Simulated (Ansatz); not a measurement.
# Phonons of HfC (Fm-3m) against volume, part 2 of 2

Wanted: Grüneisen parameters and pressure coefficients of the modes of HfC (Fm-3m).

Ansatz 0.2.0; DFT LDA, scalar-relativistic, plane waves, PAW; PAW set soft_1.

So far, highest optical mode at the zone centre (no LO-TO term) (cm⁻¹): step 5 (modes at rest) 462.

The database entry behind the starting cell differs from later determinations by our own check (about 0.2 % long), so it need not match the best structure at ambient conditions.

## 6. Ground state of a member: 1.06 times the volume at rest

The cell is set to 1.06 times the volume at rest; symmetry leaves nothing else free, so this is a single point.

Input file input.yaml:

```yaml
crystal:
  lattice:
    - [0.0, 2.33121481, 2.33121481]
    - [2.33121481, 0.0, 2.33121481]
    - [2.33121481, 2.33121481, 0.0]
  atoms:
    - { symbol: C, position: [0.0, 0.0, 0.0] }
    - { symbol: Hf, position: [0.5, 0.5, 0.5] }
kpoints:
  mp_grid: { grid: [16, 16, 16] }
hamiltonian:
  xc: lda
  pseudopotentials: { kind: paw, azcp: { folder: soft_1 }, xc_functional: pbe }
scf:
  occupations: { method: methfessel_paxton, width: 0.2 }
output:
  forces: true
  stress: true
  eigenvalues: true
```

Launch:

```bash
$ ansatz run input.yaml --threads 4 --pin off --max-ram 10240MiB --backend cpu --events-out ev --progress --plain --runs-dir out
```

Numbers of over 12 decimals in the logs are rounded to 6 here.

Output:

```text
[...]
Crystal: 2 atoms, lattice volume = 25.338 Å³
Basis set: ecut = 420 eV, 531 PW (Γ)
Bands: 19, of which v1, the nominal top of the filled ones, is band 15 counted from 1 (14 counted from 0)
Symmetry: 48 space group operations
[...]
k-points: 145 of 4096
[...]
SCF iter   1: F=—  HF=-15723.055199 eV  |F-HF|=—  |Δ(HF+E_count)|=         —  Δρ=8.61e-2  dr2=2.62e0  ethr=3.10e-3  ⟨swp⟩=5.0  Hψ=11859  notcnv=0
[...]
SCF iter   8: F=-15722.448391 eV  HF=-15722.448391 eV  |F-HF|=3.11e-9  |Δ(HF+E_count)|=   2.98e-7  S|Δr|=    0.00e0  Δρ=1.41e-5  dr2=2.80e-8  ethr=3.33e-10  ⟨swp⟩=8.4  Hψ=17141  notcnv=0
SCF 1 converged in 8 iterations: F = -15722.448391 eV  dr2 = 2.80e-8
[...]
SCF converged after 8 iterations
[...]
Free energy (F): -15722.448391 eV
[...]
Internal energy: -15722.447595 eV  (E = F + TS)
E sigma→0 (E₀):  -15722.448192 eV
Entropy (-TS):   -0.000795 eV (-0.398 meV/atom)
Fermi energy:    18.060443 eV
[...]
--- Stress (GPa, compression-positive) ---
      -13.549917       0.000000      -0.000000
        0.000000     -13.549917      -0.000000
        0.000000       0.000000     -13.549917
  P = ⅓ Tr σ = -13.5499 GPa (-135.499 kbar)
--- Band table (eV; the first three rows and the last of 145) ---
  k-point 0: bands = [... 11 lower, 6.9968, 19.1297, 19.1297, 19.1297, 19.3408, 19.3408, 19.3408, 21.3378]
  k-point 1: bands = [... 11 lower, 6.9969, 18.3335, 18.5823, 18.5823, 19.5785, 19.5785, 19.8974, 21.8458]
  k-point 2: bands = [... 11 lower, 6.9972, 17.2893, 17.7752, 17.7752, 19.9055, 19.9055, 20.3256, 22.9118]
  k-point 144: bands = [... 11 lower, 8.6554, 15.0971, 15.3731, 15.3731, 21.6489, 21.6489, 24.6047, 24.9390]
```

The job ended after 2 s (4 threads of Intel Xeon at 2.70GHz, shared host; peak memory 0.39 GiB; 6.1 s of CPU time).

This step gave:

| Quantity | Value |
| --- | --- |
| pressure | -13.55 GPa |
| volume per atom | 12.67 Å³ |

The forces vanish by symmetry, at a pressure of -13.55 GPa.

## 7. Modes of this member: 1.06 times the volume at rest

The zone-centre modes follow for 1.06 times the volume at rest.

input.yaml: that of step 6 with these lines changed.

```diff
@@ -16,4 +16,4 @@
 output:
-  forces: true
-  stress: true
   eigenvalues: true
+phonons:
+  method: dfpt
```

Output:

```text
[...]
Crystal: 2 atoms, lattice volume = 25.338 Å³
Basis set: ecut = 420 eV, 531 PW (Γ), exchange–correlation on 48×48×48 points (8 copies of the dense FFT grid, shifted against one another)
Bands: 19, of which v1, the nominal top of the filled ones, is band 15 counted from 1 (14 counted from 0)
Symmetry: 48 space group operations
k-points: 349 of 4096 (irreducible under 8 space group operations, time reversal used)
[...]
SCF iter   1: F=—  HF=-15723.055229 eV  |F-HF|=—  |Δ(HF+E_count)|=         —  Δρ=8.61e-2  dr2=2.62e0  ethr=3.10e-3  ⟨swp⟩=4.9  Hψ=28520  notcnv=0
[...]
SCF iter  11: F=-15722.448391 eV  HF=-15722.448391 eV  |F-HF|=1.82e-12  |Δ(HF+E_count)|=  1.82e-12  S|Δr|=    0.00e0  Δρ=4.50e-8  dr2=2.95e-13  ethr=1.00e-12  ⟨swp⟩=7.4  Hψ=37827  notcnv=0
SCF 1 converged in 11 iterations: F = -15722.448391 eV  dr2 = 2.95e-13
[...]
SCF converged after 11 iterations
[...]
Free energy (F): -15722.448391 eV
[...]
Internal energy: -15722.447596 eV  (E = F + TS)
E sigma→0 (E₀):  -15722.448192 eV
Entropy (-TS):   -0.000795 eV (-0.398 meV/atom)
Fermi energy:    18.060462 eV
[...]
--- Band table (eV; the first three rows and the last of 349) ---
  k-point 0: bands = [... 11 lower, 6.9969, 19.1298, 19.1298, 19.1298, 19.3408, 19.3408, 19.3408, 21.3378]
  k-point 1: bands = [... 11 lower, 6.9970, 18.3335, 18.5823, 18.5823, 19.5785, 19.5785, 19.8974, 21.8458]
  k-point 2: bands = [... 11 lower, 6.9972, 17.2893, 17.7753, 17.7753, 19.9055, 19.9055, 20.3256, 22.9119]
  k-point 348: bands = [... 11 lower, 8.6554, 15.0971, 15.3731, 15.3731, 21.6489, 21.6489, 24.6048, 24.9390]
[...]
ASR residual: 3.226e-6 → 0.000e0 eV/Å²; symmetrization residual: 6.104e-7 eV/Å²
  ASR residual per site (eV/Å²): 2.91e-6 3.23e-6
  Γ frequencies (cm⁻¹): 0.00 0.00 0.00 406.36 406.36 406.36
[...]
```

It took 21 s on 4 threads; peak memory 0.82 GiB.

Numbers from this step:

```yaml
sum_rule_residual_before_enforcement: 3.23e-6 eV/Å²
highest_optical_mode_at_the_zone_centre_no_lo_to_term: 406.4 cm⁻¹
lowest_optical_zone_centre_mode: 406.4 cm⁻¹
```

Patterns of degenerate modes are one choice out of their space. The modes at Γ (shares of kinetic energy by element, %):

```
mode  frequency (cm⁻¹)  symmetry  C %  Hf %
   1               0.0  acoustic    6    94
   2               0.0  acoustic    6    94
   3               0.0  acoustic    6    94
   4             406.4       T1u   94     6
   5             406.4       T1u   94     6
   6             406.4       T1u   94     6
```

The optical mode lies at 406.4 cm⁻¹.

Between step 5 and this run (volume ratio 1.06) the value for the highest optical mode at the zone centre (no LO-TO term) moves from 462 cm⁻¹ to 406 cm⁻¹ (-12 %).

## 8. Ground state of a member: 0.9 times the volume at rest

The cell is set to 0.9 times the volume at rest; symmetry leaves nothing else free, so this is a single point.

input.yaml, the sections that differ from step 7:

```yaml
crystal:
  lattice:
    - [0.0, 2.2074684653, 2.2074684653]
    - [2.2074684653, 0.0, 2.2074684653]
    - [2.2074684653, 2.2074684653, 0.0]
  atoms:
    - { symbol: C, position: [0.0, 0.0, 0.0] }
    - { symbol: Hf, position: [0.5, 0.5, 0.5] }
output:
  forces: true
  stress: true
  eigenvalues: true
# kpoints, hamiltonian, scf: as in step 7
# phonons: removed
```

Output:

```text
[...]
Crystal: 2 atoms, lattice volume = 21.514 Å³
Basis set: ecut = 420 eV, 411 PW (Γ)
Bands: 19, of which v1, the nominal top of the filled ones, is band 15 counted from 1 (14 counted from 0)
Symmetry: 48 space group operations
[...]
k-points: 145 of 4096
[...]
--- Band table (eV; the first three rows and the last of 145) ---
  k-point 0: bands = [... 11 lower, 11.2373, 22.8031, 22.8031, 22.8031, 22.8670, 22.8670, 22.8670, 25.3445]
  k-point 1: bands = [... 11 lower, 11.2375, 21.8431, 22.1248, 22.1248, 23.1719, 23.1719, 23.5961, 25.9593]
  k-point 2: bands = [... 11 lower, 11.2379, 20.7103, 21.1761, 21.1761, 23.5561, 23.5561, 24.1264, 27.2363]
  k-point 144: bands = [... 11 lower, 11.9062, 18.2212, 18.8052, 18.8052, 25.6702, 25.6702, 29.4848, 30.0999]
[key lines of the parts left out:]
SCF converged after 8 iterations
Free energy (F): -15722.280474 eV
Fermi energy:    21.630504 eV
P = ⅓ Tr σ = 33.8376 GPa (338.376 kbar)
```

The job ended after 2 s (4 threads; peak memory 0.38 GiB).

Numbers from this step:

```
pressure        : 33.84 GPa
volume per atom : 10.76 Å³
```

The forces vanish by symmetry, at a pressure of 33.84 GPa.

## 9. Zone-centre modes of the member: 0.9 times the volume at rest

The zone-centre modes follow for 0.9 times the volume at rest.

input.yaml: that of step 8 with these lines changed.

```diff
@@ -16,4 +16,4 @@
 output:
-  forces: true
-  stress: true
   eigenvalues: true
+phonons:
+  method: dfpt
```

Output:

```text
[...]
Crystal: 2 atoms, lattice volume = 21.514 Å³
Basis set: ecut = 420 eV, 411 PW (Γ), exchange–correlation on 48×48×48 points (8 copies of the dense FFT grid, shifted against one another)
Bands: 19, of which v1, the nominal top of the filled ones, is band 15 counted from 1 (14 counted from 0)
Symmetry: 48 space group operations
k-points: 349 of 4096 (irreducible under 8 space group operations, time reversal used)
[...]
k-point 2: bands = [... 11 lower, 11.2380, 20.7103, 21.1761, 21.1761, 23.5562, 23.5562, 24.1264, 27.2363]
  k-point 348: bands = [... 11 lower, 11.9062, 18.2213, 18.8052, 18.8052, 25.6702, 25.6702, 29.4848, 30.1000]
[...]
ASR residual: 1.307e-4 → 0.000e0 eV/Å²; symmetrization residual: 5.538e-7 eV/Å²
  ASR residual per site (eV/Å²): 3.03e-6 1.31e-4
  Γ frequencies (cm⁻¹): 0.00 0.00 0.00 564.16 564.16 564.16
[...]
[key lines of the parts left out:]
SCF converged after 10 iterations
Free energy (F): -15722.280475 eV
Fermi energy:    21.630518 eV
```

It took 19 s on 4 threads; peak memory 0.77 GiB; 60 s of CPU time.

This step gave:

- sum-rule residual before enforcement: 1.31e-4 eV/Å²
- highest optical mode at the zone centre (no LO-TO term): 564.2 cm⁻¹
- lowest optical zone-centre mode: 564.2 cm⁻¹

Patterns of degenerate modes are one choice out of their space. The modes at Γ (shares of kinetic energy by element, %):

```
mode  frequency (cm⁻¹)  symmetry  C %  Hf %
   1               0.0  acoustic    6    94
   2               0.0  acoustic    6    94
   3               0.0  acoustic    6    94
   4             564.2       T1u   94     6
   5             564.2       T1u   94     6
   6             564.2       T1u   94     6
```

The optical mode lies at 564.2 cm⁻¹.

Between step 5 and this run (volume ratio 0.9) the value for the highest optical mode at the zone centre (no LO-TO term) moves from 462 cm⁻¹ to 564 cm⁻¹ (+22 %).

## 10. The series together

The members are set side by side, also those not shown above.

Each row is one cell with its response, relaxed at fixed volume as far as symmetry leaves anything free; energies are extrapolated to zero smearing, and E0 is that at rest; shape and atoms are relaxed in each cell where symmetry leaves them free; all runs use 16×16×16 k points and Methfessel-Paxton smearing of 0.2 eV. State of the crystal along the series:

```
volume ratio  V (Å³/atom)  pressure (GPa)  E - E0 (meV/atom)
         0.9        10.76           33.84              115.7
        0.92           11           25.65              71.42
        0.94        11.23           18.25               38.8
        0.96        11.47           11.55              16.66
        0.98        11.71           5.495              4.026
        0.99        11.83           2.683             0.9993
           1        11.95        0.007898                  0
        1.02        12.19          -4.962              3.764
        1.04        12.43          -9.468              14.58
        1.06        12.67          -13.55              31.79
```

Each mode is tracked from rest by its pattern, and modes that stay within 0.3 cm⁻¹ of each other stand once; shape and atoms are relaxed in each cell where symmetry leaves them free; all runs use 16×16×16 k points and Methfessel-Paxton smearing of 0.2 eV. Optical modes along the series:

```
V (Å³/atom)  mode 4 T1u (cm⁻¹)
      10.76              564.2
         11              543.4
      11.23              522.7
      11.47              502.2
      11.71                482
      11.83              472.1
      11.95              462.3
      12.19              443.1
      12.43              424.5
      12.67              406.4
```

From cubic fits (parabolas where under five rows exist) of ln ω and P against ln V through the rows within about 4 % of rest: γ = −d ln ω / d ln V and dω/dP = γ ω / B. Slopes at rest:

```
      mode  fitted frequency at rest (cm⁻¹)  Grüneisen parameter γ  dω/dP (cm⁻¹/GPa)
mode 4 T1u                            462.3                    2.1              3.73
```

## 11. Results

* members: 10
* highest optical mode at the zone centre (no LO-TO term), at rest: 462.3 cm⁻¹
* bulk modulus at rest: 261 GPa
* mode 4 T1u, γ: 2.10

What this shows: The series spans -13.6 to 33.8 GPa, and the slope at rest gives a bulk modulus of 261 GPa. The optical mode has γ = 2.10 and moves by 3.7 cm⁻¹ for each GPa. One k mesh and one cutoff serve the ground states and modes of all volumes. These are harmonic frequencies at zero temperature: anharmonic shifts, linewidths and thermal expansion are left out. Spin-orbit coupling is left out, which can matter for the heavy elements here. With no gap, or one that is small against the smearing, the frequencies hang on the k mesh and the smearing, most of all near Kohn anomalies. The PAW files were made for PBE; the program adapts parts of them to the functional of the run, but their partial waves stay those of PBE, an approximation that was not tested in this session. Only the zone centre was solved, so an instability at another wavevector cannot show here.

[Logs are printed without paths, hosts, clocks, repeated set-up lines and the standing remarks that a program may print on its own settings, such as how far it seeks lower states.]

[Hosts, paths, dates, database ids (printed as entryN), source tags and the programs' standing remarks are cut or masked in the printed files.]
